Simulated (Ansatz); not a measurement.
**Liquid Al2O3 at 3000 K (130 atoms): repeated cells from small to large**

How do plane waves and support functions scale when liquid Al2O3 at 3000 K (130 atoms) is repeated?

Calculated with Ansatz 0.2.0; Kohn-Sham DFT, r2SCAN, PAW (set soft_1), plane waves.

Measured values to set the calculation against. Density of liquid alumina measured earlier by an aerodynamic-levitation technique, compared here with the simulation at 3000 K (as quoted in “Molecular Dynamics Study on Structure, Vibrational Properties, and Transport Coefficients of Liquid Alumina”, 2022, PMC9736481): density 2.78 g/cm³ at 3000 K.

## 1. The structure

The cell holds 130 atoms: 52 Al and 78 O. Its edges and angles: a = 11.656 Å, b = 11.656 Å, c = 11.656 Å, α = 90.0°, β = 90.0°, γ = 90.0°. 130 atoms (52 Al, 78 O) placed at random at 2.78 g/cm³, melted at 4500 K for 20 ps at fixed volume with the Morse and Coulomb pair potential with partial charges (Pedone, Malavasi, Menziani, Cormack and Segre, J. Phys. Chem. B 110, 11780 (2006)). Snapshot at the end of a hold of 20 ps at 3000 K and fixed volume. The starting density is a measured one.

Before any run, some limits are plain. The network of bonds at the start is that of the classical potential that made the cell, and needn't be the one that DFT or experiment would give.

## 2. Plane waves, typed cell on a dense mesh

The typed cell on a k-mesh is the yardstick: it samples like Γ on the cell repeated as often as the mesh has points along each axis. Its own convergence isn't tested.

The input, input.yaml:

```yaml
crystal:
  lattice:
    - [11.6556, 0.0, 0.0]
    - [0.0, 11.6556, 0.0]
    - [0.0, 0.0, 11.6556]
  atoms:
    - { symbol: Al, position: [0.5172, 0.17055, 0.89814] }
    - { symbol: Al, position: [0.90244, 0.51376, 0.80109] }
    - { symbol: Al, position: [0.40613, 0.06591, 0.13824] }
    - { symbol: Al, position: [0.01136, 0.7441, 0.72816] }
    - { symbol: Al, position: [0.44689, 0.12608, 0.63527] }
    - { symbol: Al, position: [0.03847, 0.50903, 0.56107] }
    - { symbol: Al, position: [0.65652, 0.92915, 0.92626] }
    - { symbol: Al, position: [0.44422, 0.0546, 0.38298] }
    - { symbol: Al, position: [0.25298, 0.71959, 0.09019] }
    - { symbol: Al, position: [0.57971, 0.64892, 0.79782] }
    - { symbol: Al, position: [0.3239, 0.49354, 0.2014] }
    - { symbol: Al, position: [0.69722, 0.33331, 0.75068] }
    - { symbol: Al, position: [0.7123, 0.15265, 0.05964] }
    - { symbol: Al, position: [0.1164, 0.41702, 0.92621] }
    - { symbol: Al, position: [0.67989, 0.36868, 0.0398] }
    - { symbol: Al, position: [0.06087, 0.72399, 0.49559] }
    - { symbol: Al, position: [0.8617, 0.28695, 0.48558] }
    - { symbol: Al, position: [0.31196, 0.37119, 0.40457] }
    - { symbol: Al, position: [0.18, 0.11542, 0.41304] }
    - { symbol: Al, position: [0.1785, 0.25084, 0.08871] }
    - { symbol: Al, position: [0.72008, 0.59072, 0.61308] }
    - { symbol: Al, position: [0.1027, 0.49554, 0.17615] }
    - { symbol: Al, position: [0.90467, 0.54687, 0.05711] }
    - { symbol: Al, position: [0.23837, 0.31576, 0.60623] }
    - { symbol: Al, position: [0.27804, 0.70358, 0.63399] }
    - { symbol: Al, position: [0.27825, 0.95836, 0.55168] }
    - { symbol: Al, position: [0.97237, 0.17755, 0.31062] }
    - { symbol: Al, position: [0.82078, 0.75171, 0.95315] }
    - { symbol: Al, position: [0.08216, 0.04201, 0.7037] }
    - { symbol: Al, position: [0.48559, 0.82373, 0.23579] }
    - { symbol: Al, position: [0.5552, 0.65657, 0.42479] }
    - { symbol: Al, position: [0.92609, 0.99214, 0.00144] }
    [... 92 atom lines left out ...]
    - { symbol: O, position: [0.98172, 0.06261, 0.87384] }
    - { symbol: O, position: [0.98496, 0.40841, 0.82233] }
    - { symbol: O, position: [0.361, 0.75447, 0.31631] }
    - { symbol: O, position: [0.20276, 0.95832, 0.78068] }
    - { symbol: O, position: [0.39192, 0.99945, 0.64195] }
    - { symbol: O, position: [0.01638, 0.6879, 0.11279] }
kpoints:
  mp_grid: { grid: [2, 2, 2] }
hamiltonian:
  xc: r2scan
  pseudopotentials: { kind: paw, azcp: { folder: soft_1 } }
scf:
  occupations: { method: gaussian, width: 0.05 }
output:
  forces: true
  stress: true
  populations: intrinsic
  dos:
    method: { smearing: { sigma: 0.1 } }
    de: 0.1
    projected: { site_lists: { Al: [Al], O: [O] } }
  eigenvalues: true
```

The run is started by

```
$ ansatz run input.yaml --threads 32 --pin off --max-ram 143360MiB --backend cuda --events-out ev --progress --plain --runs-dir out
```

Output:

```text
Engine: ansatz 0.2.0, aarch64-unknown-linux-gnu
Pseudopotentials: kind: paw
Pseudopotential: Al, paw, valence charge 3, recommended cutoff 500 eV (meta_gga), soft_1/Al.paw.azcp
Pseudopotential: O, paw, valence charge 6, recommended cutoff 500 eV (meta_gga), soft_1/O.paw.azcp
[... 6 lines on functional and potentials left out ...]
device memory: the entry about to start is reckoned to put 41.2 GiB on a device that reports 182.5 GiB free
GPU FFT provider: cuFFT
GPU libraries: cuBLAS 13.8.1, cuFFT 12.4.0, cuSOLVER 12.3.2
GPU matrix products: emulated (plane waves: as basis.precision tells), large ones in fixed point in workspaces of 1.00 GiB
Crystal: 130 atoms, lattice volume = 1583.448 Å³
Basis set: ecut = 500 eV, 40243 PW (Γ), exchange–correlation on 360×360×360 points (64 copies of the dense FFT grid, shifted against one another)
Bands: 442, of which v1, the nominal top of the filled ones, is band 312 counted from 1 (311 counted from 0)
Symmetry: 1 space group operations
Space group: P1 (ITA 1), of the structure as read, at distance tolerance 1.2e-4 Å
k-points: 8
[... 7 lines on functional and potentials left out ...]
Initial density: superposition of atomic densities (chi_scale 0.1, normalization cell, long waves kept (reshape's long-wave potential 0.22 eV rms))
Initial wavefunctions: pseudopotential atomic-orbital guess
GPU buffer pool allocated for 729000 grid points (all kernels)
GPU transforms: local potential and band sums: pruned to the plane-wave sphere, on 90×90×90
Functional: x = r2scan, c = r2scan; τ floored in thin density (d = 2e-4 eV/Å³)
SCF iter   1: F=—  HF=-72645.580004 eV  |F-HF|=—  |Δ(HF+E_count)|=         —  Δρ=1.31e-1  dr2=3.00e2  dr2_τ=2.74e1  ethr=3.10e-3  ⟨swp⟩=6.0  Hψ=15144  notcnv=0  defer=202
preconditioner: auto → Resta (q_TF=auto, 2.336 Å⁻¹)  ε∞=2.9  [insulator: Δε(μ)=3.243 eV  Ē_g=17.073 eV  σ=0.050 eV  W_gap=1.00  n_scr=340 (ndim 8)  ℏωp=23.3 eV  f_vac=0.019  D(μ)=0.00/eV (n_scr^D=0)  ε∞_Penn≈2.9]
SCF iter   2: F=—  HF=-72573.540682 eV  |F-HF|=—  |Δ(HF+E_count)|=    7.20e1  Δρ=4.81e-2  dr2=2.25e1  dr2_τ=6.45e0  ethr=3.10e-3  ⟨swp⟩=4.0  Hψ=8667  notcnv=0  defer=986
SCF iter   3: F=—  HF=-72577.162132 eV  |F-HF|=—  |Δ(HF+E_count)|=    3.62e0  Δρ=2.31e-2  dr2=7.03e0  dr2_τ=4.09e-1  ethr=3.10e-3  ⟨swp⟩=2.0  Hψ=4118  notcnv=0  defer=994
SCF iter   4: F=—  HF=-72577.307016 eV  |F-HF|=—  |Δ(HF+E_count)|=   1.45e-1  Δρ=1.13e-2  dr2=1.80e0  dr2_τ=2.05e-1  ethr=1.13e-3  ⟨swp⟩=3.6  Hψ=4725  notcnv=0  defer=994
SCF iter   5: F=—  HF=-72577.026926 eV  |F-HF|=—  |Δ(HF+E_count)|=   2.80e-1  Δρ=2.95e-3  dr2=1.24e-1  dr2_τ=1.25e-2  ethr=2.89e-4  ⟨swp⟩=2.4  Hψ=6051  notcnv=0  defer=993
SCF iter   6: F=—  HF=-72577.038497 eV  |F-HF|=—  |Δ(HF+E_count)|=   1.16e-2  Δρ=1.44e-3  dr2=2.92e-2  dr2_τ=3.50e-3  ethr=1.99e-5  ⟨swp⟩=2.1  Hψ=4749  notcnv=0  defer=993
SCF iter   7: F=—  HF=-72577.042990 eV  |F-HF|=—  |Δ(HF+E_count)|=   4.49e-3  Δρ=4.21e-4  dr2=3.53e-3  dr2_τ=2.72e-4  ethr=4.69e-6  ⟨swp⟩=2.0  Hψ=4696  notcnv=0  defer=993
SCF iter   8: F=—  HF=-72577.043085 eV  |F-HF|=—  |Δ(HF+E_count)|=   9.55e-5  Δρ=2.59e-4  dr2=1.03e-3  dr2_τ=1.06e-4  ethr=5.66e-7  ⟨swp⟩=2.0  Hψ=6224  notcnv=0  defer=993
SCF iter   9: F=—  HF=-72577.044074 eV  |F-HF|=—  |Δ(HF+E_count)|=   9.89e-4  Δρ=7.42e-5  dr2=9.60e-5  dr2_τ=8.12e-6  ethr=1.65e-7  ⟨swp⟩=2.0  Hψ=4463  notcnv=0  defer=993
SCF iter  10: F=—  HF=-72577.045000 eV  |F-HF|=—  |Δ(HF+E_count)|=   9.26e-4  Δρ=3.33e-5  dr2=1.79e-5  dr2_τ=1.63e-6  ethr=1.54e-8  ⟨swp⟩=2.0  Hψ=4511  notcnv=0  defer=993
SCF iter  11: F=—  HF=-72577.045012 eV  |F-HF|=—  |Δ(HF+E_count)|=   1.18e-5  Δρ=2.15e-5  dr2=7.01e-6  dr2_τ=7.23e-7  ethr=2.87e-9  ⟨swp⟩=3.0  Hψ=5047  notcnv=0  defer=993
SCF iter  12: F=—  HF=-72577.045012 eV  |F-HF|=—  |Δ(HF+E_count)|=   7.71e-7  Δρ=7.03e-6  dr2=7.34e-7  dr2_τ=6.47e-8  ethr=1.12e-9  ⟨swp⟩=2.0  Hψ=4695  notcnv=0  defer=993
SCF iter  13: F=—  HF=-72577.045013 eV  |F-HF|=—  |Δ(HF+E_count)|=   6.53e-7  Δρ=4.13e-6  dr2=2.55e-7  dr2_τ=2.35e-8  ethr=1.18e-10  ⟨swp⟩=2.0  Hψ=5015  notcnv=0  defer=993
SCF iter  14: F=-72577.045013 eV  HF=-72577.045013 eV  |F-HF|=2.97e-8  |Δ(HF+E_count)|=   3.45e-8  Δρ=2.06e-6  dr2=6.34e-8  dr2_τ=7.27e-9  ethr=1.60e-11  ⟨swp⟩=17.0  Hψ=23402  notcnv=0
SCF 1 converged in 14 iterations: F = -72577.045013 eV  dr2 = 6.34e-8
  greatest PAW one-centre occupation: 0.883 electrons in one spin orbital (limit 2), on the O atom at site 100 (counted from 0), in its partial waves of l = 0
SCF converged after 14 iterations
Free energy (F): -72577.045013 eV
Harris-Foulkes:  -72577.045013 eV  (|F-HF|=2.97e-8)
Internal energy: -72577.045013 eV  (E = F + TS)
E sigma→0 (E₀):  -72577.045013 eV
Fermi energy:    5.722940 eV
--- Per-component energies (eV) ---
  E_band       = -1945.007226
  E_kinetic    = 14748.737672
  E_local      = -38046.153182  (includes V_loc(G=0)·N_el)
  E_nonlocal   = 4534.772625
  E_hartree    = 14852.152009
  E_xc         = -7455.533190
  E_vxc        = -9767.409063  (∫ρ·V_xc dr)
  E_paw        = -37590.871233  (= ΣΔE_a)
  E_vpaw       = -3730.035384  (= ΣTr[D̂ρ^β])
  E_aug_tail   = 0.021537  (compensation charges beyond the density's cutoff)
  E_vtau       = 610.766575  (kinetic-family band-sum trace: ∫τ·v_τ [+ j·A + Jᵃ·Aᵃ] dr)
  E_ewald      = -23614.554222
  E_core_change = -5.617029  (= ΣΔE_core)
  E_smearing   = -0.000000  (= −TS)
  E_closure    = 0.000000  (closes the sum)
  Σ components = -72577.045013   (vs F -72577.045013, Δ=0.00e0)
--- Forces (eV/Å), atoms counted from 1 ---
[... 130 lines of forces left out ...]
  max |Σ_I F_I| component: 1.82e-4 eV/Å
--- Stress (GPa, compression-positive) ---
        5.402389       1.907803      -4.619881
        1.907708       0.668919       1.291526
       -4.619892       1.291482       2.471912
  P = ⅓ Tr σ = 2.8477 GPa (28.477 kbar)
--- Band table (eV; the first three rows and the last of 8) ---
--- intrinsic populations: 130 sites ---
  site symbol       q [e]
[... 130 lines, one an atom, left out ...]
  spilling = -0.000000 (of n_electrons = 624.000000)
```

Elapsed: 6.2 s, on 1 × NVIDIA GB200 with 32 threads of Arm Neoverse V2, shared host; peak memory 4 GiB.

The column dr2 measures how far the density is from self-consistency, as an energy; F and HF (Harris–Foulkes) agree once it is small.

That memory is the host's; the program planned up to 41.2 GiB on the GPU. Forces of this run were stored rounded, and per-atom blocks of the log weren't kept.

Numbers from this run:

```
free energy                                      : -72577.0450 eV
free energy per atom                             : -558.2850 eV/atom
SCF cycles                                       : 14
pressure                                         : 2.848 GPa
r.m.s. force component                           : 2.858 eV/Å
longest force                                    : 13.52 eV/Å
Fermi energy                                     : 5.723 eV
gap (highest filled to lowest empty level) : 0.3826 eV
```

The r.m.s. force component of 2.9 eV/Å sets the scale for the differences below.

## 3. Plane waves, 130 atoms

The typed cell is solved at Γ alone, the coarsest sampling of the series.

input.yaml, the sections that differ from step 2:

```yaml
kpoints:
  mp_grid: { grid: [1, 1, 1] }
output:
  forces: true
  eigenvalues: true
# crystal, hamiltonian, scf: as in step 2
```

Output:

```text
[...]
GPU FFT provider: cuFFT
GPU libraries: cuBLAS 13.8.1, cuFFT 12.4.0, cuSOLVER 12.3.2
[...]
Crystal: 130 atoms, lattice volume = 1583.448 Å³
Basis set: ecut = 500 eV, 40243 PW (Γ), exchange–correlation on 360×360×360 points (64 copies of the dense FFT grid, shifted against one another)
Bands: 442, of which v1, the nominal top of the filled ones, is band 312 counted from 1 (311 counted from 0)
Symmetry: 1 space group operations
[...]
k-points: 1
[...]
GPU buffer pool allocated for 729000 grid points (all kernels)
[...]
SCF iter   1: F=—  HF=-72645.531512 eV  |F-HF|=—  |Δ(HF+E_count)|=         —  Δρ=1.31e-1  dr2=3.00e2  dr2_τ=2.74e1  ethr=3.10e-3  ⟨swp⟩=6.0  Hψ=1894  notcnv=0  defer=27
[...]
SCF iter   3: F=—  HF=-72576.996861 eV  |F-HF|=—  |Δ(HF+E_count)|=    3.61e0  Δρ=2.31e-2  dr2=7.01e0  dr2_τ=4.08e-1  ethr=3.10e-3  ⟨swp⟩=2.0  Hψ=428  notcnv=0  defer=43
automatic band count: iteration 3 solves 361 bands in place of 442: the levels show a gap, and the empty bands left out lie too high to hold charge; the band table lists the bands solved (type scf.n_extra_bands for more)
SCF iter   4: F=—  HF=-72577.135016 eV  |F-HF|=—  |Δ(HF+E_count)|=   1.38e-1  Δρ=1.14e-2  dr2=2.00e0  dr2_τ=2.02e-1  ethr=1.12e-3  ⟨swp⟩=3.0  Hψ=590  notcnv=0  defer=43
SCF iter   5: F=—  HF=-72576.891012 eV  |F-HF|=—  |Δ(HF+E_count)|=   2.44e-1  Δρ=3.79e-3  dr2=2.28e-1  dr2_τ=2.07e-2  ethr=3.20e-4  ⟨swp⟩=5.0  Hψ=692  notcnv=0  defer=39
[...]
SCF iter  13: F=—  HF=-72576.890217 eV  |F-HF|=—  |Δ(HF+E_count)|=   8.48e-7  Δρ=4.22e-6  dr2=2.85e-7  dr2_τ=2.53e-8  ethr=1.45e-10  ⟨swp⟩=2.0  Hψ=562  notcnv=0  defer=39
SCF iter  14: F=-72576.890217 eV  HF=-72576.890217 eV  |F-HF|=3.42e-9  |Δ(HF+E_count)|=   8.06e-8  Δρ=1.31e-6  dr2=2.72e-8  dr2_τ=2.72e-9  ethr=1.60e-11  ⟨swp⟩=15.0  Hψ=1793  notcnv=0
SCF 1 converged in 14 iterations: F = -72576.890217 eV  dr2 = 2.72e-8
[...]
SCF converged after 14 iterations
Free energy (F): -72576.890217 eV
[...]
Internal energy: -72576.890217 eV  (E = F + TS)
E sigma→0 (E₀):  -72576.890217 eV
Fermi energy:    5.700366 eV
[...]
Σ components = -72576.890217   (vs F -72576.890217, Δ=0.00e0)
--- Forces (eV/Å), atoms counted from 1 ---
[... 130 lines of forces left out ...]
  max |Σ_I F_I| component: 1.43e-4 eV/Å
--- Band table (eV) ---
[... left out ...]
```

The job ended after 2.3 s (1 × NVIDIA GB200 with 32 threads; peak memory 1.3 GiB; 5 s of CPU time).

That memory is the host's; the program planned up to 5.5 GiB on the GPU.

The energy lies 1.19 meV/atom above the dense-mesh reference.

## 4. Support functions, 130 atoms

The typed cell is solved at Γ alone, now in support functions.

This step: Kohn-Sham DFT, r2SCAN, PAW (set soft_1), localised support functions (medium) (Ansatz 0.2.0).

input.yaml, as its differences from that of step 3:

```diff
@@ -14,2 +14,4 @@
   occupations: { method: gaussian, width: 0.05 }
+  eigensolver: { kind: { support_functions: { accuracy: medium } } }
+  max_iter: 150
 output:
```

Output:

```text
Warning: scf.eigensolver.kind.support_functions: disabling space-group detection — the functions' gradient is summed over unrotated k-points, so no spatial operation reduces the k-mesh or symmetrises the density; time reversal is kept, so that k and −k are solved as one point where they differ and the mesh holds both, and exact exchange and, on two spinor components, a DFT+U term hold to it where the run has them: [...]
settings of this run that can trade accuracy for cost: scf.eigensolver.kind.support_functions [...]
[...]
GPU FFT provider: cuFFT
GPU libraries: cuBLAS 13.8.1, cuFFT 12.4.0, cuSOLVER 12.3.2
[...]
Crystal: 130 atoms, lattice volume = 1583.448 Å³
Basis set: ecut = 500 eV, 40243 PW (Γ), exchange–correlation on 324×324×324 points (27 copies of the dense FFT grid, shifted against one another)
Bands: 375, of which v1, the nominal top of the filled ones, is band 312 counted from 1 (311 counted from 0)
Symmetry: 1 space group operations
k-points: 1
[...]
GPU buffer pool allocated for 1259712 grid points (all kernels)
Eigensolver: Support functions (medium, 90×90×90 points, laid for a spacing of at most 0.148799 Å, radius 3.871983 Å, 1 site without an atom, 1 species' potentials softened for the grid, 2 wholly corrected for its errors in the mean over positions, 0 with the egg-box correction, energy correction by stochastic trace)
[...]
SCF iter   1: F=—  HF=-72578.541391 eV  |F-HF|=—  |Δ(HF+E_count)|=         —  Δρ=1.43e-1  dr2=3.30e2  dr2_τ=3.13e1  ethr=1.00e-1
[...]
SCF iter  13: F=—  HF=-72577.297956 eV  |F-HF|=—  |Δ(HF+E_count)|=   7.59e-4  Δρ=1.71e-5  dr2=9.03e-6  dr2_τ=1.53e-7  ethr=6.01e-9  κ⁻¹=4.8e-5(r=7)
SCF iter  14: F=-72577.298577 eV  HF=-72577.298577 eV  |F-HF|=4.17e-7  |Δ(HF+E_count)|=   6.21e-4  Δρ=7.97e-6  dr2=1.80e-6  dr2_τ=8.82e-8  ethr=1.45e-9
SCF 1 converged in 14 iterations: F = -72577.308002 eV  dr2 = 1.80e-6
[...]
SCF converged after 14 iterations
Stability not checked: this state was not tested for a lower state beside it, because the mixer in use, unlike msr1, does not test its closes by its own steps (another_mixer; see scf.mixing.algorithm and scf.lower_state_search)
Free energy (F): -72577.308002 eV
[...]
Internal energy: -72577.308002 eV  (E = F + TS)
E sigma→0 (E₀):  -72577.308002 eV
Fermi energy:    5.699619 eV
[...]
Σ components = -72577.308002   (vs F -72577.308002, Δ=0.00e0)
--- Forces (eV/Å), atoms counted from 1 ---
[... 130 lines of forces left out ...]
  max |Σ_I F_I| component: 6.99e-4 eV/Å
--- Band table (eV) ---
[... left out ...]
```

The job ended after 5 s (1 × NVIDIA GB200 with 32 threads; peak memory 1.5 GiB; 16 s of CPU time).

That memory is the host's; the program planned up to 8.1 GiB on the GPU.

The program notes that the band table was not solved further than the SCF left it and it switched symmetry off.

The energy lies 2.02 meV/atom below the dense-mesh reference, and 3.2 meV/atom below plane waves of the same size, an offset between the two bases that leaves the sampling error alike.

## 5. Plane waves, 1040 atoms

The cell is repeated and solved at Γ in plane waves, whose cost grows towards the cube of the size.

This step: Kohn-Sham DFT, r2SCAN, PAW (set soft_1), plane waves (Ansatz 0.2.0).

input.yaml, the sections that differ from step 4:

```yaml
crystal:
  lattice:
    - [11.6556, 0.0, 0.0]
    - [0.0, 11.6556, 0.0]
    - [0.0, 0.0, 11.6556]
  atoms:
    [... the 130 atom lines of step 2 ...]
  supercell: [2, 2, 2]
scf:
  occupations: { method: gaussian, width: 0.05 }
# kpoints, hamiltonian, output: as in step 4
```

Elapsed: 30 s, on 1 × NVIDIA GB200 with 32 threads; peak memory 3.9 GiB.

That memory is the host's; the program planned up to 116 GiB on the GPU.

The program repeats the typed cell 2×2×2 times, 1040 atoms in all; totals in the log are those of the whole repeated cell, and force differences are taken after averaging over the copies of each atom.

It converged in 16 SCF cycles; the log is left out.

This repeat at Γ samples the very k-points of the reference's mesh, so the two must agree.

The energy lies 0 meV/atom below the dense-mesh reference.

## 6. Support functions, 1040 atoms

The repeated cell is solved at Γ in support functions.

This step: Kohn-Sham DFT, r2SCAN, PAW (set soft_1), localised support functions (medium) (Ansatz 0.2.0).

input.yaml, as its differences from that of step 5:

```diff
@@ -15,2 +15,5 @@
   occupations: { method: gaussian, width: 0.05 }
+  eigensolver: { kind: { support_functions: { accuracy: medium } } }
+  mixing: { beta: 0.2 }
+  max_iter: 150
 output:
```

It took 27 s on 1 × NVIDIA GB200 with 32 threads; peak memory 5.7 GiB; 60 s of CPU time.

That memory is the host's; the program planned up to 39.9 GiB on the GPU.

The program repeats the typed cell 2×2×2 times, 1040 atoms in all; totals in the log are those of the whole repeated cell, and force differences are taken after averaging over the copies of each atom.

It converged in 18 SCF cycles; the log is left out.

The energy lies 3.19 meV/atom below the dense-mesh reference, and 3.2 meV/atom below plane waves of the same size, an offset between the two bases that leaves the sampling error alike.

## 7. Truncated density matrix, 1040 atoms

Cutting the density matrix at a range is meant to remove the step that grows fastest with size; it needs a cell with a gap.

This step: Kohn-Sham DFT, r2SCAN, PAW (set soft_1), localised support functions (medium), truncated density matrix (Ansatz 0.2.0).

input.yaml, the sections that differ from step 6:

```yaml
scf:
  occupations: { method: gaussian, width: 0.05 }
  eigensolver:
    kind:
      support_functions: { accuracy: medium, density_matrix: { truncated: {} } }
    mixed_precision: true
  mixing: { beta: 0.2 }
  max_iter: 150
output:
  forces: true
# crystal, kpoints, hamiltonian: as in step 6
```

Wall time 32 s (1 × NVIDIA GB200 with 32 threads); peak memory 5.6 GiB; 65 s of CPU time.

That memory is the host's; the program planned up to 35.8 GiB on the GPU.

The program repeats the typed cell 2×2×2 times, 1040 atoms in all; totals in the log are those of the whole repeated cell, and force differences are taken after averaging over the copies of each atom.

The program notes that the search for missed states was only partial.

It converged in 24 SCF cycles; the log is left out.

The energy lies 3.19 meV/atom below the dense-mesh reference, and 3.2 meV/atom below plane waves of the same size, an offset between the two bases that leaves the sampling error alike.

[end of part 1 of 2]

[Logs are printed without paths, hosts, clocks, repeated set-up lines and the standing remarks that a program may print on its own settings, such as how far it seeks lower states.]

[Hosts, paths, dates, database ids (printed as entryN), source tags and the programs' standing remarks are cut or masked in the printed files.]
